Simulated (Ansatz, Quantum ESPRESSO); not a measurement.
# Lu (P6_3/mmc): electron–phonon coupling with Quantum ESPRESSO, part 2 of 3

Each step names its level of theory.

So far, highest frequency, solved or plainly interpolated (cm⁻¹): step 3 (deformation potentials: PseudoDojo files, cutoff 1360.57 …) 120. The relaxed cell has a = 3.505, c = 5.463 Å (conventional setting).

## (4) Second program, ground state

ph.x needs a tightly converged ground state on the same k mesh; the cell is that of the step before.

This step: DFT PBE, scalar-relativistic, plane waves, PseudoDojo norm-conserving pseudopotentials (Quantum ESPRESSO 7.5).

Input file pw.in:

```
 &control
    calculation='scf',
    prefix='x',
    outdir='./tmp',
    pseudo_dir='./pseudo',
    tprnfor=.true.,
    tstress=.true.,
 /
 &system
    ibrav=4,
    celldm(1)=6.62304008,
    celldm(3)=1.55874407,
    nat=2,
    ntyp=1,
    ecutwfc=100.0,
    ecutrho=400.0,
    occupations='smearing',
    smearing='fd',
    degauss=0.00734986,
    nbnd=36,
 /
 &electrons
    conv_thr=1.0d-11,
    mixing_beta=0.5,
 /
ATOMIC_SPECIES
 Lu    174.9668  Lu.upf
ATOMIC_POSITIONS crystal
 Lu     0.333333333   0.666666667   0.250000000
 Lu     0.666666667   0.333333333   0.750000000
K_POINTS automatic
 8 8 4 0 0 0
```

Run with:

```sh
$ OMP_NUM_THREADS=1 mpirun -n 4 pw.x -nk 4 -in pw.in > pw.x.log
```

What it wrote:

```text
Program PWSCF v.7.5

     This program is part of the open-source Quantum ESPRESSO suite
     for quantum simulation of materials; please cite
         "P. Giannozzi et al., J. Phys.:Condens. Matter 21 395502 (2009);
         "P. Giannozzi et al., J. Phys.:Condens. Matter 29 465901 (2017);
         "P. Giannozzi et al., J. Chem. Phys. 152 154105 (2020);
     in publications or presentations arising from this work. More details at

     G-vector sticks info
     --------------------
     sticks:   dense  smooth     PW     G-vecs:    dense   smooth      PW
     Sum        1213    1213    349                52913    52913    8063

     Using Slab Decomposition

     bravais-lattice index     =            4
     lattice parameter (alat)  =       6.6230  a.u.
     unit-cell volume          =     392.1729 (a.u.)^3
     number of atoms/cell      =            2
     number of atomic types    =            1
     number of electrons       =        50.00
     number of Kohn-Sham states=           36
     kinetic-energy cutoff     =     100.0000  Ry
     charge density cutoff     =     400.0000  Ry
     scf convergence threshold =      1.0E-11
     mixing beta               =       0.5000
     number of iterations used =            8  plain     mixing
     Exchange-correlation= PBE
                           (   1   4   3   4   0   0   0)

     celldm(1)=   6.623040  celldm(2)=   0.000000  celldm(3)=   1.558744
     celldm(4)=   0.000000  celldm(5)=   0.000000  celldm(6)=   0.000000

     crystal axes: (cart. coord. in units of alat)
               a(1) = (   1.000000   0.000000   0.000000 )
               a(2) = (  -0.500000   0.866025   0.000000 )
               a(3) = (   0.000000   0.000000   1.558744 )

     reciprocal axes: (cart. coord. in units 2 pi/alat)
               b(1) = (  1.000000  0.577350 -0.000000 )
               b(2) = (  0.000000  1.154701  0.000000 )
               b(3) = (  0.000000 -0.000000  0.641542 )

     PseudoPot. # 1 for Lu read from file:
     ./pseudo/Lu.upf
     Pseudo is Norm-conserving + core correction, Zval = 25.0
     Using radial grid of 2032 points,  8 beta functions with:
                l(1) =   0
                l(2) =   0
                l(3) =   1
                l(4) =   1
                l(5) =   2
                l(6) =   2
                l(7) =   3
                l(8) =   3

     atomic species   valence    mass     pseudopotential
     Lu               25.00   174.96680     Lu( 1.00)

     24 Sym. Ops., with inversion, found (12 have fractional translation)

   Cartesian axes

     site n.     atom                  positions (alat units)
         1        Lu     tau(   1) = (  -0.0000000   0.5773503   0.3896860  )
         2        Lu     tau(   2) = (   0.5000000   0.2886751   1.1690581  )

     number of k points=    30  Fermi-Dirac smearing, width (Ry)=  0.0073
                       cart. coord. in units 2pi/alat
        k(    1) = (   0.0000000   0.0000000   0.0000000), wk =   0.0078125
        k(    2) = (   0.0000000   0.0000000   0.1603855), wk =   0.0156250
        k(    3) = (   0.0000000   0.0000000  -0.3207711), wk =   0.0078125
        k(    4) = (   0.0000000   0.1443376   0.0000000), wk =   0.0468750
        k(    5) = (   0.0000000   0.1443376   0.1603855), wk =   0.0937500
        k(    6) = (   0.0000000   0.1443376  -0.3207711), wk =   0.0468750
        k(    7) = (   0.0000000   0.2886751   0.0000000), wk =   0.0468750
        k(    8) = (   0.0000000   0.2886751   0.1603855), wk =   0.0937500
        k(    9) = (   0.0000000   0.2886751  -0.3207711), wk =   0.0468750
        k(   10) = (   0.0000000   0.4330127   0.0000000), wk =   0.0468750
        k(   11) = (   0.0000000   0.4330127   0.1603855), wk =   0.0937500
        k(   12) = (   0.0000000   0.4330127  -0.3207711), wk =   0.0468750
        k(   13) = (   0.0000000  -0.5773503   0.0000000), wk =   0.0234375
        k(   14) = (   0.0000000  -0.5773503   0.1603855), wk =   0.0468750
        k(   15) = (   0.0000000  -0.5773503  -0.3207711), wk =   0.0234375
        k(   16) = (   0.1250000   0.2165064   0.0000000), wk =   0.0468750
[...]
k(   23) = (   0.1250000   0.5051815   0.1603855), wk =   0.1875000
        k(   24) = (   0.1250000   0.5051815  -0.3207711), wk =   0.0937500
        k(   25) = (   0.2500000   0.4330127   0.0000000), wk =   0.0468750
        k(   26) = (   0.2500000   0.4330127   0.1603855), wk =   0.0937500
        k(   27) = (   0.2500000   0.4330127  -0.3207711), wk =   0.0468750
        k(   28) = (   0.2500000   0.5773503   0.0000000), wk =   0.0468750
        k(   29) = (   0.2500000   0.5773503   0.1603855), wk =   0.0937500
        k(   30) = (   0.2500000   0.5773503  -0.3207711), wk =   0.0468750

     Dense  grid:    52913 G-vectors     FFT dimensions: (  45,  45,  72)

     Initial potential from superposition of free atoms

     starting charge      49.9918, renormalised to      50.0000
     Starting wfcs are   34 randomized atomic wfcs +    2 random wfcs

     per-process dynamical memory:    66.7 Mb

     Self-consistent Calculation

     iteration #  1     ecut=   100.00 Ry     beta= 0.50
     Davidson diagonalization with overlap
     ethr =  1.00E-02,  avg # of iterations =  3.3

     Threshold (ethr) on eigenvalues was too large:
     Diagonalizing with lowered threshold

     Davidson diagonalization with overlap
     ethr =  5.34E-05,  avg # of iterations =  4.5

     total energy              =    -985.94525926 Ry
     estimated scf accuracy    <       0.02985018 Ry

     iteration #  2     ecut=   100.00 Ry     beta= 0.50
     Davidson diagonalization with overlap
     ethr =  5.97E-05,  avg # of iterations =  2.0

     total energy              =    -985.95095330 Ry
     estimated scf accuracy    <       0.00257569 Ry

     iteration #  3     ecut=   100.00 Ry     beta= 0.50
     Davidson diagonalization with overlap
     ethr =  5.15E-06,  avg # of iterations =  1.3

     total energy              =    -985.95100104 Ry
     estimated scf accuracy    <       0.00053882 Ry

     iteration #  4     ecut=   100.00 Ry     beta= 0.50
     Davidson diagonalization with overlap
     ethr =  1.08E-06,  avg # of iterations =  2.7

     total energy              =    -985.95106073 Ry
     estimated scf accuracy    <       0.00005071 Ry

     iteration #  5     ecut=   100.00 Ry     beta= 0.50
     Davidson diagonalization with overlap
     ethr =  1.01E-07,  avg # of iterations =  1.6

     total energy              =    -985.95103977 Ry
     estimated scf accuracy    <       0.00003055 Ry

[...]
ethr =  2.56E-08,  avg # of iterations =  1.3

     total energy              =    -985.95105077 Ry
     estimated scf accuracy    <       0.00000249 Ry

     iteration #  8     ecut=   100.00 Ry     beta= 0.50
     Davidson diagonalization with overlap
     ethr =  4.97E-09,  avg # of iterations =  2.0

     total energy              =    -985.95105131 Ry
     estimated scf accuracy    <       0.00000002 Ry

     iteration #  9     ecut=   100.00 Ry     beta= 0.50
     Davidson diagonalization with overlap
     ethr =  4.29E-11,  avg # of iterations =  3.0

     total energy              =    -985.95105132 Ry
     estimated scf accuracy    <          5.5E-10 Ry

     iteration # 10     ecut=   100.00 Ry     beta= 0.50
     Davidson diagonalization with overlap
     ethr =  1.11E-12,  avg # of iterations =  3.0

     total energy              =    -985.95105132 Ry
     estimated scf accuracy    <          5.8E-10 Ry

     iteration # 11     ecut=   100.00 Ry     beta= 0.50
     Davidson diagonalization with overlap
     ethr =  1.11E-12,  avg # of iterations =  1.0

     total energy              =    -985.95105132 Ry
     estimated scf accuracy    <          1.5E-10 Ry

     iteration # 12     ecut=   100.00 Ry     beta= 0.50
     Davidson diagonalization with overlap
     ethr =  2.99E-13,  avg # of iterations =  2.0

     End of self-consistent calculation

          k = 0.0000 0.0000 0.0000 (  6669 PWs)   bands (ev):

   -41.5321 -41.4959 -12.4611 -12.0299 -12.0299 -11.9440 -11.9440 -11.9124
     8.6735   9.8579   9.8687   9.8776   9.8991   9.8991   9.9046   9.9046
     9.9165   9.9165   9.9245   9.9493   9.9493   9.9696   9.9739  12.3194
    15.3872  16.8967  16.8967  17.3459  17.6415  17.6415  18.1446  18.1446
    20.4656  20.4656  22.6744  24.7770

          k = 0.0000 0.0000 0.1604 (  6621 PWs)   bands (ev):

   -41.5268 -41.5012 -12.3845 -12.0174 -12.0174 -11.9968 -11.9567 -11.9567
     9.1317   9.8509   9.8679   9.8827   9.8827   9.8855   9.8992   9.8992
     9.9211   9.9315   9.9315   9.9592   9.9592   9.9702   9.9733  11.7375
    15.3623  16.7185  16.7185  16.8807  17.2765  17.2765  18.8439  18.8439
    20.6017  20.6017  24.1225  24.2894

          k = 0.0000 0.0000-0.3208 (  6632 PWs)   bands (ev):

   -41.5140 -41.5140 -12.1945 -12.1945 -11.9871 -11.9871 -11.9871 -11.9871
     9.8528   9.8528   9.8821   9.8821   9.8821   9.8821   9.9072   9.9072
     9.9557   9.9557   9.9557   9.9557   9.9717   9.9717  10.3474  10.3474
    15.9402  15.9402  16.7974  16.7974  16.7974  16.7974  20.0404  20.0404
    20.0404  20.0404  24.7174  24.7174

          k = 0.0000 0.1443 0.0000 (  6669 PWs)   bands (ev):

   -41.5285 -41.4948 -12.4365 -12.0775 -12.0464 -11.9942 -11.9504 -11.9249
     9.0401   9.8608   9.8775   9.8854   9.8937   9.8970   9.9022   9.9037
     9.9191   9.9203   9.9302   9.9427   9.9450   9.9606   9.9666  12.6893
    15.1251  16.1602  17.1853  17.2521  17.6792  17.7983  17.8704  17.9806
    20.7501  21.1790  22.7608  25.7191

          k = 0.0000 0.1443 0.1604 (  6646 PWs)   bands (ev):

[...]
20.7324  20.8915  23.9921  25.2305

          k = 0.0000 0.1443-0.3208 (  6624 PWs)   bands (ev):

[...]
20.0374  20.0374  25.3421  25.3421

          k = 0.0000 0.2887 0.0000 (  6642 PWs)   bands (ev):

[...]
21.1823  22.4049  22.5418  25.6133

          k = 0.0000 0.2887 0.1604 (  6633 PWs)   bands (ev):

[...]
20.8995  21.4943  23.1982  26.4399

          k = 0.0000 0.2887-0.3208 (  6622 PWs)   bands (ev):

[...]
20.1257  20.1257  24.9718  24.9718

          k = 0.0000 0.4330 0.0000 (  6612 PWs)   bands (ev):

[...]
21.4334  21.8236  23.5769  23.8464

          k = 0.0000 0.4330 0.1604 (  6620 PWs)   bands (ev):

[...]
21.0795  21.8472  22.3502  24.6693

          k = 0.0000 0.4330-0.3208 (  6608 PWs)   bands (ev):

[...]
20.5550  20.5550  23.6706  23.6706

          k = 0.0000-0.5774 0.0000 (  6596 PWs)   bands (ev):

[...]
21.5050  21.8167  22.1669  22.7318

          k = 0.0000-0.5774 0.1604 (  6620 PWs)   bands (ev):

[...]
21.2513  21.4969  22.1164  22.8532

          k = 0.0000-0.5774-0.3208 (  6608 PWs)   bands (ev):

[...]
21.1080  21.1080  22.3664  22.3664

          k = 0.1250 0.2165 0.0000 (  6645 PWs)   bands (ev):

[...]
20.9677  22.2744  22.5732  26.4710

          k = 0.1250 0.2165 0.1604 (  6628 PWs)   bands (ev):

[...]
k = 0.1250 0.2165-0.3208 (  6636 PWs)   bands (ev):

[...]
k = 0.1250 0.3608 0.0000 (  6623 PWs)   bands (ev):

[...]
k = 0.1250 0.3608 0.1604 (  6626 PWs)   bands (ev):

[...]
k = 0.1250 0.3608-0.3208 (  6614 PWs)   bands (ev):

[...]
k = 0.1250 0.5052 0.0000 (  6605 PWs)   bands (ev):

[...]
k = 0.1250 0.5052 0.1604 (  6612 PWs)   bands (ev):

[...]
21.4552  21.6336  22.3326  23.2240

          k = 0.1250 0.5052-0.3208 (  6608 PWs)   bands (ev):

[...]
21.4279  21.4279  22.8819  22.8819

          k = 0.2500 0.4330 0.0000 (  6617 PWs)   bands (ev):

[...]
21.2871  21.7324  22.0106  23.2537

          k = 0.2500 0.4330 0.1604 (  6606 PWs)   bands (ev):

[...]
21.4879  21.5414  22.5698  23.1596

          k = 0.2500 0.4330-0.3208 (  6630 PWs)   bands (ev):

[...]
21.5130  21.5130  23.3548  23.3548

          k = 0.2500 0.5774 0.0000 (  6618 PWs)   bands (ev):

[...]
20.8323  21.0153  22.0376  24.4600

          k = 0.2500 0.5774 0.1604 (  6605 PWs)   bands (ev):

   -41.4983 -41.4948 -12.3377 -12.2967 -12.2428 -12.1306 -12.0746 -12.0327
     9.8793   9.8801   9.8864   9.8867   9.9018   9.9048   9.9136   9.9148
     9.9277   9.9324   9.9357   9.9420   9.9506   9.9507  13.3244  13.8479
    14.2854  14.3282  15.5529  15.7299  17.4260  19.4187  20.2299  20.4000
    20.8554  21.1038  23.2257  24.0691

          k = 0.2500 0.5774-0.3208 (  6626 PWs)   bands (ev):

   -41.4966 -41.4966 -12.3574 -12.3574 -12.1911 -12.1911 -12.0074 -12.0074
     9.8914   9.8914   9.8939   9.8939   9.9036   9.9036   9.9067   9.9067
     9.9239   9.9239   9.9264   9.9264   9.9500   9.9500  13.5957  13.5957
    14.7599  14.7599  15.0618  15.0618  18.0453  18.0453  20.2005  20.2005
    22.1290  22.1290  22.9564  22.9564

     the Fermi energy is    14.7040 ev

!    total energy              =    -985.95105132 Ry
     estimated scf accuracy    <          2.2E-12 Ry
     smearing contrib. (-TS)   =      -0.00769082 Ry
     internal energy E=F+TS    =    -985.94336050 Ry

     The total energy is F=E-TS. E is the sum of the following terms:
     one-electron contribution =    -554.68393586 Ry
     hartree contribution      =     338.39752854 Ry
     xc contribution           =    -148.43141969 Ry
     ewald contribution        =    -621.22553351 Ry

     convergence has been achieved in  12 iterations

     Forces acting on atoms (cartesian axes, Ry/au):

     atom    1 type  1   force =    -0.00000000   -0.00000000    0.00000000
     atom    2 type  1   force =     0.00000000    0.00000000    0.00000000

     Total force =     0.000000     Total SCF correction =     0.000000

     Computing stress (Cartesian axis) and pressure

          total   stress  (Ry/bohr**3)                   (kbar)     P=        0.61
   0.00000351  -0.00000000   0.00000000            0.52       -0.00        0.00
   0.00000000   0.00000351  -0.00000000            0.00        0.52       -0.00
   0.00000000  -0.00000000   0.00000551            0.00       -0.00        0.81

     Writing all to output data dir ./tmp/x.save/ :
     XML data file, charge density, pseudopotentials, collected wavefunctions

   JOB DONE.
```

It took 51 s on 4 MPI ranks of Arm Neoverse V1, shared host; 3.4 min of CPU time.

This step gave:

| Property | Result |
| --- | --- |
| pressure | 0.06167 GPa |

With these potentials, mesh and smearing the cell is at 0.062 GPa.

[end of part 2 of 3]

[Logs are printed without paths, hosts, clocks, repeated set-up lines and the standing remarks that a program may print on its own settings, such as how far it seeks lower states.]

[Hosts, paths, dates, database ids (printed as entryN), source tags and the programs' standing remarks are cut or masked in the printed files.]
